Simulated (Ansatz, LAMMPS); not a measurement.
# Amorphous 41Ga2O3-59SiO2 (mol %) (111 atoms) under strain

How stiff is amorphous 41Ga2O3-59SiO2 (mol %) (111 atoms), and how do its levels respond to strain?

Main program and level: Ansatz 0.2.0; Kohn-Sham DFT, PBE, PAW (set soft_2), plane waves.

### 1. Starting point

The cell holds 111 atoms: 24 Ga, 17 Si and 70 O. Its edges and angles: a = 10.983 Å, b = 10.983 Å, c = 10.983 Å, α = 90.0°, β = 90.0°, γ = 90.0°. 111 atoms (24 Fe, 17 Si, 70 O) placed at random at 3.3 g/cm³, melted at 5000 K for 10 ps at fixed volume with the Morse and Coulomb pair potential with partial charges (Pedone, Malavasi, Menziani, Cormack and Segre, J. Phys. Chem. B 110, 11780 (2006)). Quenched from 5000 K to 300 K at 50 K/ps and fixed volume, held 10 ps at zero pressure, then minimised at fixed cell. Then Fe was replaced by Ga and the cell scaled by 1.005 (the potential has no terms for the new elements, so the cell is a start for a DFT relaxation).

What the set-up can't give: The quench rate of 50 K/ps far exceeds what a furnace or splat quench reaches, so expect more defects and frozen-in strain than in a real sample. The network of bonds at the start is that of the classical potential that made the cell, and needn't be the one that DFT or experiment would give. Sampling is at Γ alone.

### 2. Single point at the start

A single point comes first, to see the forces before anything moves.

Contents of input.yaml:

```yaml
crystal:
  lattice:
    - [10.98262, 0.0, 0.0]
    - [0.0, 10.98262, 0.0]
    - [0.0, 0.0, 10.98262]
  atoms:
    - { symbol: Ga, position: [0.67045, 0.85298, 0.33815] }
    - { symbol: Ga, position: [0.25804, 0.84117, 0.75217] }
    - { symbol: Ga, position: [0.55814, 0.2352, 0.05067] }
    - { symbol: Ga, position: [0.41723, 0.96574, 0.01826] }
    - { symbol: Ga, position: [0.3482, 0.78187, 0.30719] }
    - { symbol: Ga, position: [0.47968, 0.54404, 0.25941] }
    - { symbol: Ga, position: [0.26638, 0.72023, 0.99455] }
    - { symbol: Ga, position: [0.3996, 0.98982, 0.53843] }
    - { symbol: Ga, position: [0.59915, 0.52168, 0.69355] }
    - { symbol: Ga, position: [0.0538, 0.66853, 0.73892] }
    - { symbol: Ga, position: [0.51098, 0.75818, 0.57174] }
    - { symbol: Ga, position: [0.87986, 0.78591, 0.09069] }
    - { symbol: Ga, position: [0.86033, 0.23606, 0.93051] }
    - { symbol: Ga, position: [0.58808, 0.75669, 0.09921] }
    - { symbol: Ga, position: [0.9755, 0.05165, 0.11695] }
    - { symbol: Ga, position: [0.73828, 0.50847, 0.07791] }
    - { symbol: Ga, position: [0.51692, 0.76322, 0.84337] }
    - { symbol: Ga, position: [0.9813, 0.48082, 0.9831] }
    - { symbol: Ga, position: [0.91819, 0.9294, 0.80959] }
    - { symbol: Ga, position: [0.16864, 0.09281, 0.66084] }
    - { symbol: Ga, position: [0.66528, 0.95064, 0.72236] }
    - { symbol: Ga, position: [0.12222, 0.98606, 0.9229] }
    - { symbol: Ga, position: [0.45781, 0.09866, 0.77883] }
    - { symbol: Ga, position: [0.8759, 0.45752, 0.70679] }
    - { symbol: Si, position: [0.26017, 0.44965, 0.08195] }
    - { symbol: Si, position: [0.48534, 0.51149, 0.96353] }
    - { symbol: Si, position: [0.44872, 0.06015, 0.27676] }
    - { symbol: Si, position: [0.71156, 0.58549, 0.43714] }
    - { symbol: Si, position: [0.06914, 0.48305, 0.51956] }
    - { symbol: Si, position: [0.10569, 0.79879, 0.23329] }
    - { symbol: Si, position: [0.88599, 0.97134, 0.51453] }
    - { symbol: Si, position: [0.35613, 0.23592, 0.50432] }
    - { symbol: Si, position: [0.7648, 0.69651, 0.825] }
    - { symbol: Si, position: [0.71143, 0.99967, 0.00871] }
    - { symbol: Si, position: [0.35309, 0.51544, 0.503] }
    - { symbol: Si, position: [0.15674, 0.22941, 0.95491] }
    - { symbol: Si, position: [0.83272, 0.3102, 0.21361] }
    - { symbol: Si, position: [0.88738, 0.24721, 0.49252] }
    - { symbol: Si, position: [0.6917, 0.24838, 0.68959] }
    - { symbol: Si, position: [0.13639, 0.84565, 0.50406] }
    - { symbol: Si, position: [0.95496, 0.56495, 0.28211] }
    - { symbol: O, position: [0.05409, 0.50825, 0.37469] }
    - { symbol: O, position: [0.82118, 0.96316, 0.09969] }
    - { symbol: O, position: [0.27095, 0.90922, 0.93493] }
    - { symbol: O, position: [0.12914, 0.51001, 0.08451] }
    - { symbol: O, position: [0.38896, 0.83153, 0.46602] }
    - { symbol: O, position: [0.43703, 0.12734, 0.94781] }
    - { symbol: O, position: [0.52281, 0.93578, 0.84172] }
    - { symbol: O, position: [0.89416, 0.75141, 0.78946] }
    - { symbol: O, position: [0.38241, 0.1244, 0.39895] }
    - { symbol: O, position: [0.75902, 0.55789, 0.79328] }
    - { symbol: O, position: [0.40485, 0.76387, 0.71682] }
    - { symbol: O, position: [0.61918, 0.5195, 0.34874] }
    - { symbol: O, position: [0.7314, 0.51812, 0.5648] }
    - { symbol: O, position: [0.86415, 0.28186, 0.35321] }
    - { symbol: O, position: [0.7019, 0.14308, 0.99188] }
    - { symbol: O, position: [0.83925, 0.59552, 0.36728] }
    - { symbol: O, position: [0.60131, 0.35517, 0.70845] }
    - { symbol: O, position: [0.99079, 0.57861, 0.59647] }
    - { symbol: O, position: [0.75636, 0.93823, 0.88226] }
    - { symbol: O, position: [0.64985, 0.72025, 0.46078] }
    - { symbol: O, position: [0.00625, 0.51392, 0.81573] }
    - { symbol: O, position: [0.99828, 0.6961, 0.22416] }
    - { symbol: O, position: [0.65896, 0.75117, 0.7235] }
    - { symbol: O, position: [0.21165, 0.49935, 0.5537] }
    - { symbol: O, position: [0.55577, 0.93544, 0.59357] }
    - { symbol: O, position: [0.325, 0.9984, 0.7075] }
    - { symbol: O, position: [0.0864, 0.9479, 0.753] }
    - { symbol: O, position: [0.34242, 0.5443, 0.99093] }
    - { symbol: O, position: [0.82927, 0.9629, 0.65093] }
    - { symbol: O, position: [0.94501, 0.11254, 0.51348] }
    - { symbol: O, position: [0.99284, 0.87277, 0.50812] }
    - { symbol: O, position: [0.36287, 0.96193, 0.20277] }
    - { symbol: O, position: [0.51973, 0.57938, 0.84309] }
    - { symbol: O, position: [0.24907, 0.3227, 0.01382] }
    - { symbol: O, position: [0.20133, 0.97431, 0.52032] }
    - { symbol: O, position: [0.75414, 0.23899, 0.55627] }
    - { symbol: O, position: [0.35325, 0.59888, 0.38362] }
    [... 27 atom lines left out ...]
    - { symbol: O, position: [0.73484, 0.75608, 0.19575] }
    - { symbol: O, position: [0.90008, 0.20832, 0.13683] }
    - { symbol: O, position: [0.49477, 0.72888, 0.24127] }
    - { symbol: O, position: [0.82232, 0.28834, 0.75951] }
    - { symbol: O, position: [0.46761, 0.57114, 0.58098] }
    - { symbol: O, position: [0.59337, 0.93994, 0.07061] }
kpoints:
  mp_grid: { grid: [1, 1, 1] }
hamiltonian:
  xc: pbe
scf:
  occupations: { method: fixed }
output:
  forces: true
```

Started as:

```
$ ansatz run input.yaml --threads 4 --pin off --max-ram 8192MiB --backend cpu --events-out ev --progress --plain --runs-dir out
```

Numbers of over 12 decimals in the logs are rounded to 6 here.

What it wrote:

```text
[...]
Pseudopotentials: kind: paw
Pseudopotential: Ga, paw, valence charge 13, recommended cutoff 420 eV (normal), Ga.paw.azcp
Pseudopotential: Si, paw, valence charge 4, recommended cutoff 420 eV (normal), Si.paw.azcp
Pseudopotential: O, paw, valence charge 6, recommended cutoff 420 eV (normal), O.paw.azcp
[... 5 lines on functional and potentials left out ...]
Crystal: 111 atoms, lattice volume = 1324.701 Å³
Basis set: ecut = 420 eV, 25725 PW (Γ), exchange–correlation on 150×150×150 points (8 copies of the dense FFT grid, shifted against one another)
Bands: 511, of which v1, the nominal top of the filled ones, is band 400 counted from 1 (399 counted from 0)
Symmetry: 1 space group operations
Space group: P1 (ITA 1), of the structure as read, at distance tolerance 1.1e-4 Å
k-points: 1
[... 7 lines on functional and potentials left out ...]
Initial density: superposition of atomic densities (neutral atoms: chi_scale 0, normalization atom), corrected by the library's trained network
Initial wavefunctions: pseudopotential atomic-orbital guess
[...]
SCF iter   1: F=—  HF=-141374.361751 eV  |F-HF|=—  |Δ(HF+E_count)|=         —  Δρ=2.91e-3  dr2=1.36e-1  ethr=1.77e-3  ⟨swp⟩=5.0  Hψ=1678  notcnv=0  defer=107
preconditioner: auto → Resta (q_TF=auto, 2.508 Å⁻¹)  ε∞=3.8  [insulator: Δε(μ)=1.893 eV  Ē_g=17.105 eV  n_scr=364 (ndim 8)  ℏωp=28.9 eV  f_vac=0.138  ε∞_Penn≈3.8]
[...]
SCF iter   9: F=—  HF=-141374.327048 eV  |F-HF|=—  |Δ(HF+E_count)|=   7.41e-7  Δρ=5.64e-6  dr2=3.87e-7  ethr=1.64e-10  ⟨swp⟩=2.0  Hψ=768  notcnv=0  defer=102
SCF iter  10: F=-141374.327048 eV  HF=-141374.327048 eV  |F-HF|=4.80e-9  |Δ(HF+E_count)|=   2.70e-8  Δρ=1.69e-6  dr2=3.95e-8  ethr=1.25e-11  ⟨swp⟩=3.0  Hψ=1792  notcnv=0
SCF 1 converged in 10 iterations: F = -141374.327048 eV  dr2 = 3.95e-8
[...]
SCF converged after 10 iterations
Free energy (F): -141374.327048 eV
Harris-Foulkes:  -141374.327048 eV  (|F-HF|=4.80e-9)
Internal energy: -141374.327048 eV  (E = F + TS)
E sigma→0 (E₀):  -141374.327048 eV
Fermi energy:    5.961596 eV
--- Per-component energies (eV) ---
[...]
Σ components = -141374.327048   (vs F -141374.327048, Δ=0.00e0)
--- Forces (eV/Å), atoms counted from 1 ---
  atom   1  Ga     0.51922831     0.67743176     0.41975102
  atom   2  Ga     0.33653588    -0.14017566    -0.08083590
  atom   3  Ga    -0.27381055    -0.89277458     0.22995097
  atom   4  Ga     0.61153677     0.38567490    -0.15773429
[...]
atom 111  O     -1.52892754    -0.94208295     0.70019517
  max |Σ_I F_I| component: 8.97e-5 eV/Å
```

Elapsed: 15 s, on 4 threads of Intel Xeon Platinum 8488C (Sapphire Rapids), shared host; peak memory 2 GiB.

Reading the cycles: dr2 is the Hartree energy of the density residual (eV), the measure of convergence; HF is the Harris–Foulkes estimate of the energy, which meets the free energy F at convergence.

The r.m.s. force at the start is 0.89 eV/Å.

### 3. Cell and atoms relaxed

Cell and atoms are freed together, to release stress as well as forces.

Contents of input.yaml:

```yaml
crystal:
  lattice:
    - [10.98262, 0.0, 0.0]
    - [0.0, 10.98262, 0.0]
    - [0.0, 0.0, 10.98262]
  atoms:
    [... the 111 atom lines of step 2 ...]
kpoints:
  mp_grid: { grid: [1, 1, 1] }
hamiltonian:
  xc: pbe
scf:
  occupations: { method: fixed }
output:
  forces: true
relax:
  f_tol: 0.05
  max_steps: 150
  cell: {}
```

What it wrote:

```text
[...]
Crystal: 111 atoms, lattice volume = 1324.701 Å³
Basis set: ecut = 420 eV, 25725 PW (Γ), exchange–correlation on 150×150×150 points (8 copies of the dense FFT grid, shifted against one another)
Bands: 511, of which v1, the nominal top of the filled ones, is band 400 counted from 1 (399 counted from 0)
Symmetry: 1 space group operations
[...]
k-points: 1
[...]
SCF iter   1: F=—  HF=-141374.361750 eV  |F-HF|=—  |Δ(HF+E_count)|=         —  Δρ=2.91e-3  dr2=1.36e-1  ethr=1.77e-3  ⟨swp⟩=5.0  Hψ=1678  notcnv=0  defer=107
[...]
SCF iter  10: F=-141374.327048 eV  HF=-141374.327048 eV  |F-HF|=4.74e-9  |Δ(HF+E_count)|=   2.70e-8  Δρ=1.69e-6  dr2=3.95e-8  ethr=1.25e-11  ⟨swp⟩=3.0  Hψ=1792  notcnv=0
SCF 1 converged in 10 iterations: F = -141374.327048 eV  dr2 = 3.95e-8
[...]
relax step   1: F+E_penalty+E_count = -141374.32704751 eV  Δ(F+E_penalty+E_count) = +0.000e0 eV  max|allowed force component| = 3.342e0 eV/Å  Δτ_max = 0.0000 Å  P = +2.908 GPa  Ω = 1324.701 Å³  (10 SCF iters, dr2 threshold 1.00e-7 eV, accepted)
[... from here on, the SCF cycles and remarks between the steps are left out ...]
relax step   2: F+E_penalty+E_count = -141377.42016465 eV  Δ(F+E_penalty+E_count) = -3.093e0 eV  max|allowed force component| = 1.699e0 eV/Å  Δτ_max = 0.1038 Å  P = +1.776 GPa  Ω = 1326.150 Å³  energy of the carried Pulay correction = -6.436e-3 eV  (8 SCF iters, dr2 threshold 1.11e-5 eV, accepted)
relax step   3: F+E_penalty+E_count = -141379.11761918 eV  Δ(F+E_penalty+E_count) = -1.697e0 eV  max|allowed force component| = 5.301e-1 eV/Å  Δτ_max = 0.1366 Å  P = -0.112 GPa  Ω = 1337.721 Å³  energy of the carried Pulay correction = -5.758e-2 eV  (8 SCF iters, dr2 threshold 1.11e-5 eV, accepted)
relax step   4: F+E_penalty+E_count = -141380.02566208 eV  Δ(F+E_penalty+E_count) = -9.080e-1 eV  max|allowed force component| = 4.319e-1 eV/Å  Δτ_max = 0.2000 Å  P = -0.089 GPa  Ω = 1346.992 Å³  energy of the carried Pulay correction = -9.824e-2 eV  (8 SCF iters, dr2 threshold 1.11e-5 eV, accepted)
relax step   5: F+E_penalty+E_count = -141380.50022565 eV  Δ(F+E_penalty+E_count) = -4.746e-1 eV  max|allowed force component| = 3.501e-1 eV/Å  Δτ_max = 0.2000 Å  P = -0.079 GPa  Ω = 1354.332 Å³  energy of the carried Pulay correction = -1.302e-1 eV  (8 SCF iters, dr2 threshold 1.11e-5 eV, accepted)
relax step   6: F+E_penalty+E_count = -141380.88613333 eV  Δ(F+E_penalty+E_count) = -3.859e-1 eV  max|allowed force component| = 3.967e-1 eV/Å  Δτ_max = 0.1934 Å  P = -0.063 GPa  Ω = 1360.383 Å³  energy of the carried Pulay correction = -1.565e-1 eV  (8 SCF iters, dr2 threshold 7.66e-6 eV, accepted)
relax step   7: F+E_penalty+E_count = -141381.28351791 eV  Δ(F+E_penalty+E_count) = -3.974e-1 eV  max|allowed force component| = 4.976e-1 eV/Å  Δτ_max = 0.2000 Å  P = -0.092 GPa  Ω = 1366.723 Å³  energy of the carried Pulay correction = -1.838e-1 eV  (8 SCF iters, dr2 threshold 9.84e-6 eV, accepted)
relax step   8: F+E_penalty+E_count = -141381.35528809 eV  Δ(F+E_penalty+E_count) = -7.177e-2 eV  max|allowed force component| = 1.866e0 eV/Å  Δτ_max = 0.1970 Å  P = +0.202 GPa  Ω = 1370.449 Å³  energy of the carried Pulay correction = -1.999e-1 eV  (8 SCF iters, dr2 threshold 1.11e-5 eV, accepted)
relax step   9: F+E_penalty+E_count = -141381.69691599 eV  Δ(F+E_penalty+E_count) = -3.416e-1 eV  max|allowed force component| = 2.770e-1 eV/Å  Δτ_max = 0.2000 Å  P = -0.187 GPa  Ω = 1377.546 Å³  energy of the carried Pulay correction = -2.303e-1 eV  (8 SCF iters, dr2 threshold 1.11e-5 eV, accepted)
relax step  10: F+E_penalty+E_count = -141381.76520011 eV  Δ(F+E_penalty+E_count) = -6.828e-2 eV  max|allowed force component| = 2.378e-1 eV/Å  Δτ_max = 0.2000 Å  P = +0.114 GPa  Ω = 1374.681 Å³  energy of the carried Pulay correction = -2.180e-1 eV  (8 SCF iters, dr2 threshold 4.80e-6 eV, accepted)
relax step  11: F+E_penalty+E_count = -141381.85587574 eV  Δ(F+E_penalty+E_count) = -9.068e-2 eV  max|allowed force component| = 4.149e-1 eV/Å  Δτ_max = 0.2000 Å  P = -0.157 GPa  Ω = 1379.239 Å³  energy of the carried Pulay correction = -2.375e-1 eV  (8 SCF iters, dr2 threshold 3.53e-6 eV, accepted)
relax step  12: F+E_penalty+E_count = -141382.01641916 eV  Δ(F+E_penalty+E_count) = -1.605e-1 eV  max|allowed force component| = 3.833e-1 eV/Å  Δτ_max = 0.2000 Å  P = -0.134 GPa  Ω = 1379.847 Å³  energy of the carried Pulay correction = -2.401e-1 eV  (8 SCF iters, dr2 threshold 1.08e-5 eV, accepted)
relax step  13: F+E_penalty+E_count = -141382.14445137 eV  Δ(F+E_penalty+E_count) = -1.280e-1 eV  max|allowed force component| = 9.706e-1 eV/Å  Δτ_max = 0.1950 Å  P = +0.078 GPa  Ω = 1380.389 Å³  energy of the carried Pulay correction = -2.424e-1 eV  (8 SCF iters, dr2 threshold 9.18e-6 eV, accepted)
relax step  14: F+E_penalty+E_count = -141382.36358316 eV  Δ(F+E_penalty+E_count) = -2.191e-1 eV  max|allowed force component| = 3.843e-1 eV/Å  Δτ_max = 0.2000 Å  P = +0.027 GPa  Ω = 1384.801 Å³  energy of the carried Pulay correction = -2.612e-1 eV  (8 SCF iters, dr2 threshold 1.11e-5 eV, accepted)
[...]
relax step  38: F+E_penalty+E_count = -141383.59873136 eV  Δ(F+E_penalty+E_count) = +4.163e-2 eV  max|allowed force component| = 3.812e-1 eV/Å  Δτ_max = 0.0706 Å  P = +0.119 GPa  Ω = 1386.263 Å³  energy of the carried Pulay correction = -2.674e-1 eV  (8 SCF iters, dr2 threshold 9.51e-7 eV, rejected (line search))
relax step  39: F+E_penalty+E_count = -141383.65627141 eV  Δ(F+E_penalty+E_count) = -1.591e-2 eV  max|allowed force component| = 5.680e-2 eV/Å  Δτ_max = 0.0353 Å  P = +0.010 GPa  Ω = 1385.903 Å³  energy of the carried Pulay correction = -2.659e-1 eV  (12 SCF iters, accepted)
relax step  40: F+E_penalty+E_count = -141383.64818658 eV  Δ(F+E_penalty+E_count) = +8.085e-3 eV  max|allowed force component| = 9.000e-2 eV/Å  Δτ_max = 0.1000 Å  P = -0.035 GPa  Ω = 1388.828 Å³  energy of the carried Pulay correction = -2.783e-1 eV  (9 SCF iters, dr2 threshold 2.02e-7 eV, accepted)
relax step  41: F+E_penalty+E_count = -141383.65494769 eV  Δ(F+E_penalty+E_count) = -6.761e-3 eV  max|allowed force component| = 8.060e-2 eV/Å  Δτ_max = 0.0165 Å  P = +0.035 GPa  Ω = 1387.807 Å³  energy of the carried Pulay correction = -2.739e-1 eV  (8 SCF iters, dr2 threshold 5.06e-7 eV, accepted)
relax step  42: F+E_penalty+E_count = -141383.65263079 eV  Δ(F+E_penalty+E_count) = +2.317e-3 eV  max|allowed force component| = 3.199e-2 eV/Å  Δτ_max = 0.0406 Å  P = -0.033 GPa  Ω = 1389.376 Å³  energy of the carried Pulay correction = -2.806e-1 eV  (8 SCF iters, dr2 threshold 4.06e-7 eV, accepted)
relax step  43: F+E_penalty+E_count = -141383.65712450 eV  Δ(F+E_penalty+E_count) = -4.494e-3 eV  max|allowed force component| = 3.532e-2 eV/Å  Δτ_max = 0.0299 Å  P = +0.004 GPa  Ω = 1388.483 Å³  energy of the carried Pulay correction = -2.768e-1 eV  (10 SCF iters, dr2 threshold 1.00e-8 eV, accepted)
relax step  44: F+E_penalty+E_count = -141384.17122324 eV  Δ(F+E_penalty+E_count) = -5.141e-1 eV  max|allowed force component| = 3.293e-2 eV/Å  Δτ_max = 0.0000 Å  P = +0.528 GPa  Ω = 1388.483 Å³  stress off target by 7.66e-1 GPa  SCF on the basis re-selected at this cell (its energy is not comparable with the rows above)  (10 SCF iters)
relax step  45: F+E_penalty+E_count = -141384.15950770 eV  Δ(F+E_penalty+E_count) = +1.172e-2 eV  max|allowed force component| = 7.756e-2 eV/Å  Δτ_max = 0.0537 Å  P = +0.054 GPa  Ω = 1398.444 Å³  energy of the carried Pulay correction = -4.017e-2 eV  (8 SCF iters, dr2 threshold 1.47e-6 eV, accepted)
relax step  46: F+E_penalty+E_count = -141384.16547745 eV  Δ(F+E_penalty+E_count) = -5.970e-3 eV  max|allowed force component| = 6.094e-2 eV/Å  Δτ_max = 0.0376 Å  P = +0.017 GPa  Ω = 1398.088 Å³  energy of the carried Pulay correction = -3.869e-2 eV  (8 SCF iters, dr2 threshold 3.76e-7 eV, accepted)
relax step  47: F+E_penalty+E_count = -141384.16252342 eV  Δ(F+E_penalty+E_count) = +2.954e-3 eV  max|allowed force component| = 2.090e-2 eV/Å  Δτ_max = 0.0211 Å  P = +0.009 GPa  Ω = 1399.105 Å³  energy of the carried Pulay correction = -4.290e-2 eV  (8 SCF iters, dr2 threshold 2.32e-7 eV, accepted)
relax step  48: F+E_penalty+E_count = -141384.20414489 eV  Δ(F+E_penalty+E_count) = -4.162e-2 eV  max|allowed force component| = 2.115e-2 eV/Å  Δτ_max = 0.0000 Å  P = +0.024 GPa  Ω = 1399.105 Å³  stress off target by 5.55e-2 GPa  SCF on the basis re-selected at this cell (its energy is not comparable with the rows above)  (7 SCF iters)
relax step  49: F+E_penalty+E_count = -141384.20305065 eV  Δ(F+E_penalty+E_count) = +1.094e-3 eV  max|allowed force component| = 8.819e-3 eV/Å  Δτ_max = 0.0101 Å  P = -0.003 GPa  Ω = 1399.557 Å³  energy of the carried Pulay correction = -1.813e-3 eV  (9 SCF iters, dr2 threshold 7.70e-9 eV, accepted)
relax step  50: F+E_penalty+E_count = -141384.20425544 eV  Δ(F+E_penalty+E_count) = -1.205e-3 eV  max|allowed force component| = 8.815e-3 eV/Å  Δτ_max = 0.0000 Å  P = -0.002 GPa  Ω = 1399.557 Å³  stress off target by 9.76e-3 GPa  SCF on the basis re-selected at this cell (its energy is not comparable with the rows above)  (5 SCF iters)
[...]
SCF converged after 5 iterations
Free energy (F): -141384.204255 eV
[...]
Internal energy: -141384.204255 eV  (E = F + TS)
E sigma→0 (E₀):  -141384.204255 eV
Fermi energy:    4.729354 eV
[...]
--- Forces (eV/Å), atoms counted from 1 ---
  atom   1  Ga     0.00374668     0.00505490    -0.00499866
  atom   2  Ga     0.00163282     0.00248964    -0.00005653
  atom   3  Ga     0.00176656     0.00234220     0.00046997
  atom   4  Ga    -0.00388192    -0.00014331    -0.00117983
  atom   5  Ga    -0.00310899     0.00591156    -0.00394201
  atom   6  Ga     0.00002753     0.00019083    -0.00194201
  atom   7  Ga    -0.00178111     0.00738003    -0.00256117
  atom   8  Ga     0.00369864    -0.00129920     0.00111987
  atom   9  Ga     0.00154422     0.00048376     0.00064789
  atom  10  Ga    -0.00069513    -0.00342240    -0.00513437
  atom  11  Ga    -0.00207510    -0.00205768     0.00881545
  atom  12  Ga     0.00050371    -0.00046164     0.00060614
  atom  13  Ga    -0.00124503     0.00107956     0.00244985
  atom  14  Ga     0.00452572     0.00594451    -0.00253638
[...]
atom 110  O     -0.00056336    -0.00122031    -0.00042856
  atom 111  O     -0.00189628     0.00056858    -0.00088694
  max |Σ_I F_I| component: 7.27e-6 eV/Å
--- Stress (GPa, compression-positive) ---
       -0.006416      -0.004120       0.001077
       -0.004120      -0.003293       0.002764
        0.001077       0.002766       0.002697
  P = ⅓ Tr σ = -0.0023 GPa (-0.023 kbar)
--- Relaxed structure (47 steps of the walk, 43 accepted, 3 SCFs on fresh bases) ---
  F+E_penalty+E_count = -141384.20425544 eV   max|allowed force component| = 8.815e-3 eV/Å   (the final SCF, on the basis selected at the relaxed cell)
  cell:  # Å, volume = 1399.5574 Å³
    - [11.044768, -0.236771, 0.290503]
    - [-0.236771, 11.270630, 0.165665]
    - [0.290503, 0.165665, 11.258425]
  atoms:
    - { symbol: Ga, position: [0.715121, 0.909541, 0.279939] }
    - { symbol: Ga, position: [0.272664, 0.832399, 0.691020] }
    - { symbol: Ga, position: [0.532880, 0.219988, 0.0016794] }
    - { symbol: Ga, position: [0.454280, 0.961826, -0.034496] }
[...]
- { symbol: O, position: [0.590391, 0.961709, 0.052039] }
```

The job ended after 13 min (4 threads; peak memory 2.1 GiB).

The relaxation converged after 47 steps, with a largest force component of 0.0088 eV/Å.

[end of part 1 of 3]

[Logs are printed without paths, hosts, clocks, repeated set-up lines and the standing remarks that a program may print on its own settings, such as how far it seeks lower states.]

[Hosts, paths, dates, database ids (printed as entryN), source tags and the programs' standing remarks are cut or masked in the printed files.]
